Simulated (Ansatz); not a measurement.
# BN (Qingsongite): a band-gap study from PBE to G0W0 at the band limit, part 2 of 2

Aim: a best estimate of the quasiparticle gap of BN (Qingsongite), with each correction and its cost laid out.

Ansatz 0.2.0; density functionals, hybrids, G0W0, plane waves, PAW. Known limits of the many-body steps: not at the basis limit; coarse k mesh.

So far. Step 12 (G0W0@PBE, 6×6×6 mesh, 35 empty bands, screening to 120 …): Against the run with 8×8×8 mesh, 35 empty bands, screening to 120 eV, PAW set soft_1 files, the gap moves by −0.001 eV. Step 13 (G0W0@HSE06, 8×8×8 mesh, 35 empty bands, screening to …): Against the run with 8×8×8 mesh, 35 empty bands, screening to 120 eV, PAW set soft_1 files on PBE, the gap moves by +0.49 eV, while the start moved by +1.32 eV.

In doubt: masses and optical values from hybrid runs of this build are listed as unsure (steps 13, 16), which bears on the screening that GW takes from such a start.

### Step 14. G0W0@PBE, 8×8×8 mesh, 35 empty bands, screening to 120 eV, plasmon pole, PAW set soft_1 files

A plasmon pole stands in for the full frequency dependence of the screening; this run shows what that costs in accuracy.

This step: G0W0 on PBE, plane waves, PAW; PAW set soft_1.

Contents of input.yaml:

```yaml
crystal:
  lattice:
    - [0.0, 1.8075, 1.8075]
    - [1.8075, 0.0, 1.8075]
    - [1.8075, 1.8075, 0.0]
  atoms:
    - { symbol: B, position: [0.0, 0.0, 0.0] }
    - { symbol: "N", position: [0.25, 0.25, 0.25] }
kpoints:
  mp_grid: { grid: [8, 8, 8] }
hamiltonian:
  xc: pbe
  pseudopotentials: { kind: paw, azcp: { folder: soft_1 } }
scf:
  occupations: { method: fixed }
gw:
  n_empty_bands: 35
  ecut_chi: 120
  qp_bands: [v2, c2]
  qp_kpoints: band_edges
  screening: { model: godby_needs }
```

Run with:

```
ansatz run input.yaml --threads 3 --pin off --max-ram 92160MiB --backend cuda --events-out ev --progress --plain --runs-dir out --devices 1 --max-vram 13GiB
```

Wall time 24 s (1 × NVIDIA H100 80GB HBM3 (shared by 6 runs) with 3 threads of AMD EPYC 7R13 (Zen 3), shared host); peak memory 0.95 GiB.

Numbers from this step:

| Quantity | Value |
| --- | --- |
| bands summed | 39 |
| plasmon-pole fit frequency | 30.56 eV |
| RPA ε∞ on this mesh (eigenvalues) | 4.471, 4.471, 4.471 |
| plane waves in the screening matrix | 27 |
| G0W0 gap on the mesh | 5.863 eV |
| k of the valence top | 0, 0, 0 |
| k of the conduction bottom | 0, -0.5, -0.5 |
| starting gap on the mesh | 4.466 eV |
| least direct G0W0 gap on the computed points | 10.86 eV |

Against the run with 8×8×8 mesh, 35 empty bands, screening to 120 eV, PAW set soft_1 files, the gap moves by −0.03 eV.

### Step 15. G0W0@PBE, 8×8×8 mesh, 35 empty bands, screening to 120 eV, hard PAW files

Other atomic data (hard PAW) test the pseudisation: the cutoff goes from 420 to 870 eV, with the same valence electrons.

This step: G0W0 on PBE, plane waves, PAW.

input.yaml, the sections that differ from step 14:

```yaml
hamiltonian:
  xc: pbe
  pseudopotentials: { kind: paw, source: ansatz }
gw:
  n_empty_bands: 35
  ecut_chi: 120
  qp_bands: [v2, c2]
  qp_kpoints: band_edges
  screening: { model: contour_deformation }
# crystal, kpoints, scf: as in step 14
```

Wall time 24 s (1 × NVIDIA H100 80GB HBM3 (shared by 6 runs) with 3 threads); peak memory 0.98 GiB; 21 s of CPU time.

Numbers from this step:

```yaml
bands_summed: 39
rpa_eps_infinity_on_this_mesh_eigenvalues: 4.469, 4.469, 4.469
plane_waves_in_the_screening_matrix: 27
g0w0_gap_on_the_mesh: 5.903 eV
k_of_the_valence_top: 0, 0, 0
k_of_the_conduction_bottom: 0, -0.5, -0.5
starting_gap_on_the_mesh: 4.467 eV
least_direct_g0w0_gap_on_the_computed_points: 10.87 eV
```

Against the run with 8×8×8 mesh, 35 empty bands, screening to 120 eV, PAW set soft_1 files, the gap moves by +0.008 eV.

### Step 16. G0W0@PBE0, 8×8×8 mesh, 35 empty bands, screening to 120 eV, PAW set soft_1 files

This step: G0W0 on PBE0, plane waves, PAW; PAW set soft_1.

input.yaml: that of step 15 with these lines changed.

```diff
@@ -11,4 +11,4 @@
 hamiltonian:
-  xc: pbe
-  pseudopotentials: { kind: paw, source: ansatz }
+  xc: pbe0
+  pseudopotentials: { kind: paw, azcp: { folder: soft_1 } }
 scf:
```

Elapsed: 31 s, on 1 × NVIDIA H100 80GB HBM3 (shared by 6 runs) with 3 threads; peak memory 1.2 GiB; 19 s of CPU time.

This step gave:

| Item | Value |
| --- | --- |
| bands summed | 39 |
| RPA ε∞ on this mesh (eigenvalues) | 3.776, 3.776, 3.776 |
| plane waves in the screening matrix | 27 |
| G0W0 gap on the mesh | 6.542 eV |
| k of the valence top | 0, 0, 0 |
| k of the conduction bottom | 0, -0.5, -0.5 |
| starting gap on the mesh | 6.547 eV |
| least direct G0W0 gap on the computed points | 11.65 eV |

Against the run with 8×8×8 mesh, 35 empty bands, screening to 120 eV, PAW set soft_1 files on HSE06, the gap moves by +0.16 eV, while the start moved by +0.76 eV.

### Step 17. The ladder

Times are wall times on 1 × NVIDIA H100 80GB HBM3 (shared by 6 runs) with 3 threads of AMD EPYC 7R13 (Zen 3), shared host, good to a factor of about two. G0W0 rows are gaps on the mesh, lowered by the amount that the mesh misses the start's edges, a rough step that assumes the same correction there.

```
                                  level  gap (eV)  least direct gap (eV)   time
                                    PBE      4.47                   8.83  8.7 s
                                    LDA      4.36                   8.69   10 s
                                 r2SCAN      4.99                   9.56  5.1 s
                                  HSE06      5.78                  10.56   36 s
                                   PBE0      6.55                  11.33   22 s
                               DDH-PBE0      6.27                  10.99   22 s
              G0W0@PBE (12 empty bands)      5.62                      -   23 s
              G0W0@PBE (35 empty bands)      5.90                      -   16 s
              G0W0@PBE (75 empty bands)      6.10                      -   26 s
       G0W0@PBE (35 empty bands, 6×6×6)      5.89                      -   13 s
            G0W0@HSE06 (35 empty bands)      6.39                      -   28 s
G0W0@PBE (35 empty bands, plasmon pole)      5.86                      -   24 s
    G0W0@PBE (35 empty bands, hard PAW)      5.90                      -   24 s
             G0W0@PBE0 (35 empty bands)      6.54                      -   31 s
```

### Step 18. Adding up the best estimate

```
                                                                   term      eV  running total (eV)
                                             G0W0 on the mesh, top rung   6.097               6.097
to the limit, by a line in one over the bands through the two top rungs  +0.197               6.294
```

Changes that are not added in, each against a run with equal bands and cutoff:

```
                                                 change       eV
the coarser 6×6×6 mesh (change of the correction alone)  +0.0004
                                            start HSE06    +0.49
                plasmon pole in place of full frequency    −0.03
                                         hard PAW files    +0.01
                                             start PBE0    +0.65
```

### Step 19. What came out

- PBE gap: 4.47 eV, indirect
- HSE06: 5.78 eV
- PBE0: 6.55 eV
- DDH-PBE0: 6.27 eV
- G0W0, top rung on the mesh: 6.10 eV
- best estimate, G0W0@PBE: 6.29 eV
- GW settings of the top rung: 8×8×8 mesh, 75 empty bands, screening to 200 eV, PAW set soft_1 files
- known limits: one-shot GW, static lattice

**Reading.** The best estimate for G0W0@PBE is 6.29 eV, indirect by PBE, against 4.47 eV at the start. The pair of rungs below gives a limit −0.21 eV away. Of the changes left open the largest, +0.65 eV, comes from starting at PBE0. Among the functionals DDH-PBE0 comes nearest: −0.03 eV from the estimate. That ranking leans on the start chosen for G0W0. The RPA ε∞ on the GW mesh averages 4.4 against 4.6 from perturbation theory, which takes a denser mesh of its own and holds the xc response as well. All runs took 5.2 min, 60 % of it in G0W0.

[Paths, hosts, dates, memory and timing lines, banners, echoed tables and standing remarks are left out of the program output.]

[Logs are printed without paths, hosts, clocks, repeated set-up lines and the standing remarks that a program may print on its own settings, such as how far it seeks lower states.]

[Runs of the session that timed out or met a known fault of the program may be left out.]

[Cells called generated may have been cut or substituted from an entry of the Crystallography Open Database or the Materials Project.]

[Hosts, paths, dates, database ids (printed as entryN), source tags and the programs' standing remarks are cut or masked in the printed files.]
